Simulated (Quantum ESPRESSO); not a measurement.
# KF (Carobbiite): from the cell to the phonon bands, part 2 of 3

Wanted: phonon bands, density of states and zone-centre response of KF (Carobbiite).

Quantum ESPRESSO 7.5; DFT LDA, scalar-relativistic, plane waves, PseudoDojo norm-conserving pseudopotentials.

So far. Step 2 (A probe with smearing): A gap of 5.8 eV opens on this mesh, so the crystal is taken as an insulator; the start stands at -3.6 GPa. Step 4 (Self-consistent run for the response): The cell stands at -0.011 GPa, close enough for phonons. The relaxed cell has a = 5.158 Å (conventional setting).

**5. Linear response on the mesh**

Linear response treats each wavevector in the unit cell, with no supercell; the 4×4×4 mesh fixes the range of the force constants to be had.

The input, ph.in:

```
phonons
&inputph
   prefix = 'x'
   outdir = './tmp'
   fildyn = 'x.dyn'
   tr2_ph = 1.0d-18
   epsil = .true.
   ldisp = .true.
   nq1 = 4
   nq2 = 4
   nq3 = 4
/
```

The run is started by

```sh
OMP_NUM_THREADS=1 mpirun -n 4 ph.x -nk 4 -in ph.in > ph.out
```

Numbers of over 12 decimals in the logs are rounded to 6 here.

The program printed:

```text
[banners, grids, parts of the stress and lines that vanish by symmetry left out]
[banner, memory and clock lines left out]
Program PHONON v.7.5

[...]
Exchange-correlation= PW
                           (   1   4   0   0   0   0   0)
[...]
(   8 q-points):
[...]
kinetic-energy cut-off    =      84.0000  Ry
     charge density cut-off    =     336.0000  Ry
     convergence threshold     =      1.0E-18
[...]
Exchange-correlation= PW
                           (   1   4   0   0   0   0   0)
[...]
q = (   0.0000000   0.0000000   0.0000000 )
     49 Sym.Ops. (with q -> -q+G )
     G cutoff =  808.7190  (  24045 G-vectors)     FFT grid: ( 45, 45, 45)
     number of k points=    29
[...]
Mode symmetry, O_h (m-3m)  point group:
[...]
Dielectric constant
[...]
End of electric fields calculation
          Dielectric constant in cartesian axis
          (       2.095299189       0.000000000       0.000000000 )
          (       0.000000000       2.095299189      -0.000000000 )
          (       0.000000000      -0.000000000       2.095299189 )
          Effective charges (d Force / dE) in cartesian axis without acoustic sum rule applied (asr)
           atom    1  K     Mean Z*:        1.15081
      Ex  (        1.15081       -0.00000       -0.00000 )
      Ey  (       -0.00000        1.15081        0.00000 )
      Ez  (       -0.00000        0.00000        1.15081 )
           atom    2  F     Mean Z*:       -1.15077
      Ex  (       -1.15077        0.00000        0.00000 )
      Ey  (        0.00000       -1.15077        0.00000 )
      Ez  (        0.00000       -0.00000       -1.15077 )
          Effective charges Sum: Mean:        0.00004
[...]
Effective charges (d Force / dE) in cartesian axis with asr applied:
           atom    1  K     Mean Z*:        1.15079
[...]
atom    2  F     Mean Z*:       -1.15079
[...]
Representation #   1 modes #   1   2   3
[...]
End of self-consistent calculation
     Convergence has been achieved
     Representation #   2 modes #   4   5   6
[...]
End of self-consistent calculation
     Convergence has been achieved
[...]
Dielectric constant in cartesian axis
          (       2.095299189       0.000000000       0.000000000 )
          (       0.000000000       2.095299189      -0.000000000 )
          (       0.000000000      -0.000000000       2.095299189 )
          Effective charges (d Force / dE) in cartesian axis without acoustic sum rule applied (asr)
           atom    1  K     Mean Z*:        1.15081
      Ex  (        1.15081       -0.00000       -0.00000 )
      Ey  (       -0.00000        1.15081        0.00000 )
      Ez  (       -0.00000        0.00000        1.15081 )
           atom    2  F     Mean Z*:       -1.15077
      Ex  (       -1.15077        0.00000        0.00000 )
      Ey  (        0.00000       -1.15077        0.00000 )
      Ez  (        0.00000       -0.00000       -1.15077 )
          Effective charges Sum: Mean:        0.00004
[...]
Effective charges (d Force / dE) in cartesian axis with asr applied:
           atom    1  K     Mean Z*:        1.15079
[...]
atom    2  F     Mean Z*:       -1.15079
[...]
Effective charges (d P / du) in cartesian axis
[...]
q = (    0.000000000   0.000000000   0.000000000 )
[...]
freq (    1) =      -0.110629 [THz] =      -3.690179 [cm-1]
     freq (    2) =      -0.110629 [THz] =      -3.690179 [cm-1]
     freq (    3) =      -0.110629 [THz] =      -3.690179 [cm-1]
     freq (    4) =       6.323753 [THz] =     210.937691 [cm-1]
     freq (    5) =       6.323753 [THz] =     210.937691 [cm-1]
     freq (    6) =       6.323753 [THz] =     210.937691 [cm-1]
[...]
Mode symmetry, O_h (m-3m)  point group:
     freq (   1-   3) =         -3.7  [cm-1]   --> T_1u G_15  G_4- I
     freq (   4-   6) =        210.9  [cm-1]   --> T_1u G_15  G_4- I
[...]
Mode symmetry, C_3v (3m)   point group:
[...]
Representation #   1 mode #   1
[...]
End of self-consistent calculation
     Convergence has been achieved
     Representation #   2 mode #   2
[...]
End of self-consistent calculation
     Convergence has been achieved
     Representation #   3 modes #   3   4
[...]
Convergence has been achieved
     Representation #   4 modes #   5   6
[...]
Convergence has been achieved
[...]
q = (   -0.250000000   0.250000000  -0.250000000 )
[...]
freq (    1) =       2.587140 [THz] =      86.297692 [cm-1]
     freq (    2) =       2.587140 [THz] =      86.297692 [cm-1]
     freq (    3) =       3.821625 [THz] =     127.475680 [cm-1]
     freq (    4) =       6.139847 [THz] =     204.803249 [cm-1]
     freq (    5) =       6.139847 [THz] =     204.803249 [cm-1]
     freq (    6) =       9.550120 [THz] =     318.557703 [cm-1]
[...]
Mode symmetry, C_3v (3m)   point group:
     freq (   1-   2) =         86.3  [cm-1]   --> E    L_3
     freq (   3-   3) =        127.5  [cm-1]   --> A_1  L_1
     freq (   4-   5) =        204.8  [cm-1]   --> E    L_3
     freq (   6-   6) =        318.6  [cm-1]   --> A_1  L_1
[...]
Mode symmetry, D_3d (-3m)  point group:
[...]
Representation #   1 mode #   1
[...]
Convergence has been achieved
     Representation #   2 modes #   2   3
[...]
Convergence has been achieved
     Representation #   3 mode #   4
[...]
Convergence has been achieved
     Representation #   4 modes #   5   6
[...]
Convergence has been achieved
[...]
q = (    0.500000000  -0.500000000   0.500000000 )
[...]
freq (    1) =       3.874413 [THz] =     129.236496 [cm-1]
     freq (    2) =       3.874413 [THz] =     129.236496 [cm-1]
[...]
Mode symmetry, D_3d (-3m)  point group:
     freq (   1-   2) =        129.2  [cm-1]   --> E_u  L_3'
     freq (   3-   4) =        193.7  [cm-1]   --> E_g  L_3
     freq (   5-   5) =        210.3  [cm-1]   --> A_2u L_2'
     freq (   6-   6) =        275.7  [cm-1]   --> A_1g L_1
[...]
Mode symmetry, C_4v (4mm)  point group:
[...]
Convergence has been achieved
[...]
Convergence has been achieved
[...]
Convergence has been achieved
[...]
Convergence has been achieved
[...]
q = (    0.000000000   0.500000000   0.000000000 )
[...]
Mode symmetry, C_4v (4mm)  point group:
     freq (   1-   2) =         62.8  [cm-1]   --> E    G_5 D_5
     freq (   3-   3) =        161.2  [cm-1]   --> A_1  G_1 D_1
     freq (   4-   5) =        215.1  [cm-1]   --> E    G_5 D_5
     freq (   6-   6) =        278.1  [cm-1]   --> A_1  G_1 D_1
[...]
Mode symmetry, C_s (m)     point group:
[...]
q = (    0.750000000  -0.250000000   0.750000000 )
[...]
Mode symmetry, C_s (m)     point group:
     freq (   1-   1) =        107.4  [cm-1]   --> A''
     freq (   2-   2) =        139.5  [cm-1]   --> A'
     freq (   3-   3) =        168.4  [cm-1]   --> A'
     freq (   4-   4) =        207.8  [cm-1]   --> A''
     freq (   5-   5) =        216.0  [cm-1]   --> A'
     freq (   6-   6) =        248.8  [cm-1]   --> A'
[...]
Mode symmetry, C_2v (mm2)  point group:
[...]
q = (    0.500000000   0.000000000   0.500000000 )
[...]
Mode symmetry, C_2v (mm2)  point group:
     freq (   1-   1) =        106.4  [cm-1]   --> B_2  D_4  S_4
     freq (   2-   2) =        129.2  [cm-1]   --> B_1  D_3  S_3
     freq (   3-   3) =        179.3  [cm-1]   --> A_1  D_1  S_1
     freq (   4-   4) =        192.9  [cm-1]   --> B_1  D_3  S_3
     freq (   5-   5) =        219.9  [cm-1]   --> B_2  D_4  S_4
     freq (   6-   6) =        268.2  [cm-1]   --> A_1  D_1  S_1
[...]
Mode symmetry, D_4h(4/mmm) point group:
[...]
Convergence has been achieved
[...]
Convergence has been achieved
[...]
Convergence has been achieved
[...]
Convergence has been achieved
[...]
q = (    0.000000000  -1.000000000   0.000000000 )
[...]
freq (    5) =       6.541862 [THz] =     218.213013 [cm-1]
     freq (    6) =       6.841795 [THz] =     228.217701 [cm-1]
[...]
Mode symmetry, D_4h(4/mmm) point group:
     freq (   1-   2) =         87.2  [cm-1]   --> E_u  X_5' M_5'
     freq (   3-   3) =        170.2  [cm-1]   --> A_2u X_4' M_4'
     freq (   4-   5) =        218.2  [cm-1]   --> E_u  X_5' M_5'
     freq (   6-   6) =        228.2  [cm-1]   --> A_2u X_4' M_4'
[...]
Mode symmetry, D_2d (-42m) point group:
[...]
Representation #   1 mode #   1
[...]
Convergence has been achieved
     Representation #   2 mode #   2
[...]
Convergence has been achieved
     Representation #   3 modes #   3   4
[...]
End of self-consistent calculation
     Convergence has been achieved
     Representation #   4 modes #   5   6
[...]
End of self-consistent calculation
     Convergence has been achieved
[...]
q = (   -0.500000000  -1.000000000   0.000000000 )
[...]
freq (    1) =       4.072903 [THz] =     135.857408 [cm-1]
     freq (    2) =       4.072903 [THz] =     135.857408 [cm-1]
     freq (    3) =       4.549220 [THz] =     151.745640 [cm-1]
     freq (    4) =       6.449096 [THz] =     215.118683 [cm-1]
     freq (    5) =       6.705900 [THz] =     223.684748 [cm-1]
     freq (    6) =       6.705900 [THz] =     223.684748 [cm-1]
[...]
Mode symmetry, D_2d (-42m) point group:
     freq (   1-   2) =        135.9  [cm-1]   --> E    X_5  W_3
     freq (   3-   3) =        151.7  [cm-1]   --> B_2  X_3  W_2
     freq (   4-   4) =        215.1  [cm-1]   --> A_1  X_1  W_1
     freq (   5-   6) =        223.7  [cm-1]   --> E    X_5  W_3
```

It took 40 min on 4 MPI ranks of Arm Neoverse V2, shared host; 2.6 h of CPU time.

This step gave:

```yaml
miss_of_the_charge_sum_rule: 4.00e-5 e
largest_acoustic_frequency_at_the_zone_centre_before_the_sum_rule: -3.69 cm⁻¹
highest_optical_zone_centre_mode_no_lo_to_term: 210.9 cm⁻¹
lowest_optical_zone_centre_mode: 210.9 cm⁻¹
mean_high_frequency_dielectric_constant: 2.095
largest_born_charge_in_size_third_of_the_trace: 1.151 e
lowest_mode_on_the_q_mesh_acoustic_ones_at_the_zone_centre_apart: 62.81 cm⁻¹
```

Frequencies (cm⁻¹) at each irreducible wavevector; negative means imaginary. Frequencies by wavevector:

```
  q (fractions)  star  mode 1  mode 2  mode 3  mode 4  mode 5  mode 6
          0 0 0     1   -3.69   -3.69   -3.69   210.9   210.9   210.9
       0 0 0.25     8    86.3    86.3   127.5   204.8   204.8   318.6
       0 0 -0.5     4   129.2   129.2   193.7   193.7   210.3   275.7
    0 0.25 0.25     6   62.81   62.81   161.2   215.1   215.1   278.1
    0 0.25 -0.5    24   107.4   139.5   168.4   207.8     216   248.8
   0 0.25 -0.25    12   106.4   129.2   179.3   192.9   219.9   268.2
    0 -0.5 -0.5     3   87.18   87.18   170.2   218.2   218.2   228.2
0.25 -0.5 -0.25     6   135.9   135.9   151.8   215.1   223.7   223.7
```

Born charge (rows field, columns displacement), before the sum rule (e), principal values of the symmetric part by kind of site:

```
atom  atoms with these values    low  middle   high   mean
  K1                        1   1.15    1.15   1.15   1.15
  F2                        1  -1.15   -1.15  -1.15  -1.15
```

In full for F2:

```
-1.15  0.00  0.00
 0.00 -1.15  0.00
 0.00  0.00 -1.15
```

High-frequency dielectric tensor:

```
2.10 0.00 0.00
0.00 2.10 0.00
0.00 0.00 2.10
```

The acoustic modes at Γ come out as far as 3.7 cm⁻¹ from zero, where they should vanish, a small numerical error; the Born charges miss their sum rule by 4.0e-5 e, which is good.

**6. Fourier transform to real space**

The dynamical matrices of the mesh are Fourier-transformed to force constants in real space, after the long-range dipole part is taken out.

The input, q2r.in:

```
&input
   fildyn = 'x.dyn'
   zasr = 'simple'
   flfrc = 'x.fc'
/
```

The run is started by

```sh
q2r.x < q2r.in > q2r.out
```

The program printed:

```text
[banners, grids, parts of the stress and lines that vanish by symmetry left out]
[banner, memory and clock lines left out]
Program Q2R v.7.5

  reading grid info from file x.dyn0

  reading force constants from file x.dyn1
 macroscopic fields = T
   2.09530   0.00000   0.00000
   0.00000   2.09530  -0.00000
[...]
na=            1
[...]
na=            2
[...]
0.00000  -1.15077   0.00000
   0.00000  -0.00000  -1.15077
  alpha Ewald:    2.406902
  nqs=            1
 q=   0.00000000  0.00000000  0.00000000
  reading force constants from file x.dyn2
  alpha Ewald:    2.406902
  nqs=            8
 q=  -0.25000000  0.25000000 -0.25000000
[...]
reading force constants from file x.dyn7
  alpha Ewald:    2.406902
  nqs=            3
[...]
reading force constants from file x.dyn8
  alpha Ewald:    2.406902
  nqs=            6
[...]
q=  -1.00000000 -0.50000000  0.00000000
 q=   0.00000000 -0.50000000 -1.00000000

      q-space grid ok, #points =   64

      fft-check success (sum of imaginary terms < 10^-12)
```

Elapsed: 0.51 s, on 1 thread.

**7. Dispersion**

From the force constants any wavevector is cheap; points of the mesh come back as solved, but for the sum rule and, in polar crystals, the LO-TO term at Γ; the rest is interpolation.

The input, matdyn.in:

```
&input
   asr = 'simple'
   flfrc = 'x.fc'
   flfrq = 'x.freq'
   flvec = 'x.modes'
   q_in_band_form = .true.
   q_in_cryst_coord = .true.
/
8
  0.0000000   0.0000000   0.0000000  12  ! GAMMA
  0.0000000   0.5000000   0.5000000  12  ! X
  0.0000000   0.6250000   0.3750000   1  ! U
 -0.3750000   0.3750000  -0.0000000  12  ! K
  0.0000000   0.0000000   0.0000000  12  ! GAMMA
  0.0000000   0.5000000  -0.0000000  12  ! L
 -0.2500000   0.5000000   0.2500000  12  ! W
  0.0000000   0.5000000   0.5000000   1  ! X
```

The run is started by

```sh
matdyn.x -in matdyn.in > matdyn.out
```

The program printed:

```text
[banner, memory and clock lines left out]
Program MATDYN v.7.5

 mass for atomic type   1 not given; uses mass from file x.fc
 mass for atomic type   2 not given; uses mass from file x.fc
```

The job ended after 0.52 s (1 thread).

This step gave:

```
lowest frequency on the path : 0 cm⁻¹
```

Matdyn.x, sum rule simple. The phonon branches at the labelled points (cm⁻¹):

```
    point  branch 1  branch 2  branch 3  branch 4  branch 5  branch 6
        Γ         0         0         0       211       211       340
  halfway        63        63       161       215       215       278
        X        87        87       170       218       218       228
  halfway        95       109       166       216       222       228
        U       111       152       153       208       226       231
jump to K       111       152       153       208       226       231
  halfway        80       112       151       196       218       298
        Γ         0         0         0       211       211       340
  halfway        86        86       128       205       205       319
        L       129       129       194       194       210       276
  halfway       127       137       180       202       216       252
        W       136       136       152       215       224       224
  halfway       104       121       161       218       220       227
        X        87        87       170       218       218       228
```

The phonon branches as a text plot (rows in cm⁻¹):

```
    333 |***                       ********
    318 |   **                    *        **
    304 |                       **           **
    290 |     *                *               **
    276 |      *                                 ***
    262 |       *             *                     **
    248 |        *          **                        *
    234 |         **********                           ***   ****
    219 |   *************************                ************
    205 |***             ****    *************** ********
    191 |        **          ****               ******
    177 |       *  ***    *** *                *      *         *
    163 |      *      ***      *              *        ***   ***
    149 |                ***    *            *            ***
    134 |     *             ***  *          *    *********** *
    120 |    *          * **** *               **    **     *
    106 |              ***    * * *        *  *              **
     92 |   *       ****       * *        * **                 **
     78 |        ***            * **       *
     64 |  *   **                * **    **
     50 |    **                   *     **
     35 | * *                      **** *
     21 |  *                        ***
      7 |**                          ***
         Γ           X  U|K            Γ         L        W     X
```

All branches are real along the path.

**8. Sums over the zone**

Sums over the zone need many more wavevectors than were solved, so the interpolation is sampled on a dense mesh.

The input, matdyn.in:

```
&input
   asr = 'simple'
   flfrc = 'x.fc'
   dos = .true.
   fldos = 'x.dos'
   nk1 = 15
   nk2 = 15
   nk3 = 15
   deltaE = 1.0
/
```

The run is started by

```sh
matdyn.x -in matdyn.in > matdyn.out
```

The program printed:

```text
[banner, memory and clock lines left out]
Program MATDYN v.7.5

 mass for atomic type   1 not given; uses mass from file x.fc
 mass for atomic type   2 not given; uses mass from file x.fc
```

The job ended after 2.8 s (1 thread).

Read from the output:

```yaml
share_of_modes_beyond_3i_cm_minus1_on_the_dense_interpolated_mesh: 0
zero_point_energy_per_atom: 33.13 meV
heat_capacity_at_300_k: 23.34 J/(mol atoms K)
vibrational_entropy_at_300_k: 31.37 J/(mol atoms K)
```

The phonon density of states has structure finer than the step of the table below, so its rows give means over 10 cm⁻¹, whole bins alone (the curve runs from 0 to 340 cm⁻¹). Peaks (cm⁻¹: height): total 126.0: 0.0517, 174.0: 0.0438, 216.0: 0.108, 228.0: 0.0263; F 216.0: 0.0742, 228.0: 0.0205; K 126.0: 0.0443, 174.0: 0.0327, 216.0: 0.0333.

Tetrahedra. The phonon density of states by wavenumber; means over each step; values in 1/cm⁻¹/cell:

```
wavenumber (cm⁻¹)    total        F        K
               10   3.6e-5   1.3e-5   2.4e-5
               20   2.9e-4   9.4e-5   2.0e-4
               30   9.4e-4   3.0e-4   6.4e-4
               40  0.00195   6.2e-4  0.00134
               50  0.00334  0.00104  0.00230
               60  0.00537  0.00164  0.00372
               70  0.00817  0.00246  0.00571
               80   0.0121  0.00356  0.00851
               90   0.0194  0.00561   0.0138
              100   0.0238  0.00640   0.0174
              110   0.0278  0.00653   0.0213
              120   0.0380  0.00688   0.0311
              130   0.0395  0.00440   0.0351
              140   0.0288  0.00443   0.0244
              150  0.00656  0.00140  0.00516
              160   0.0177  0.00403   0.0137
              170   0.0326  0.00810   0.0245
              180   0.0258  0.00668   0.0191
              190   0.0101  0.00584  0.00430
              200   0.0473   0.0396  0.00775
              210   0.0792   0.0561   0.0231
              220   0.0698   0.0479   0.0218
              230   0.0194   0.0159  0.00348
              240   0.0148   0.0136  0.00123
              250   0.0127   0.0118   9.5e-4
              260   0.0118   0.0107  0.00109
              270   0.0112  0.00990  0.00132
              280  0.00910  0.00761  0.00149
              290  0.00682  0.00534  0.00147
              300  0.00551  0.00413  0.00138
              310  0.00448  0.00324  0.00123
              320  0.00346  0.00244  0.00102
              330  0.00228  0.00156   7.1e-4
```

Harmonic thermodynamic functions per atom, summed over the density of states scaled to three modes an atom; melting is ignored. Thermodynamic functions:

```
T (K)  F_vib (meV/atom)  S (J/mol-atom/K)  C_V (J/mol-atom/K)
    0             33.13                 0                   0
   50             32.83             2.249               5.651
  100             29.91             9.286                14.9
  200              13.2             22.22               21.57
  300            -14.83             31.37               23.34
  400            -51.03             38.19               24.02
  500            -93.51             43.59               24.35
  600            -141.1             48.05               24.53
  700            -192.9             51.84               24.64
  800            -248.3             55.13               24.71
  900              -307             58.05               24.76
 1000            -368.6             60.66               24.79
```

At 300 K the heat capacity has reached 94 % of the Dulong-Petit value.

(Part 2 of 3 ends here.)

[Host names and launcher messages were left out of these logs when they were recorded.]

[Logs are printed without paths, hosts, clocks, repeated set-up lines and the standing remarks that a program may print on its own settings, such as how far it seeks lower states.]

[Hosts, paths, dates, database ids (printed as entryN), source tags and the programs' standing remarks are cut or masked in the printed files.]
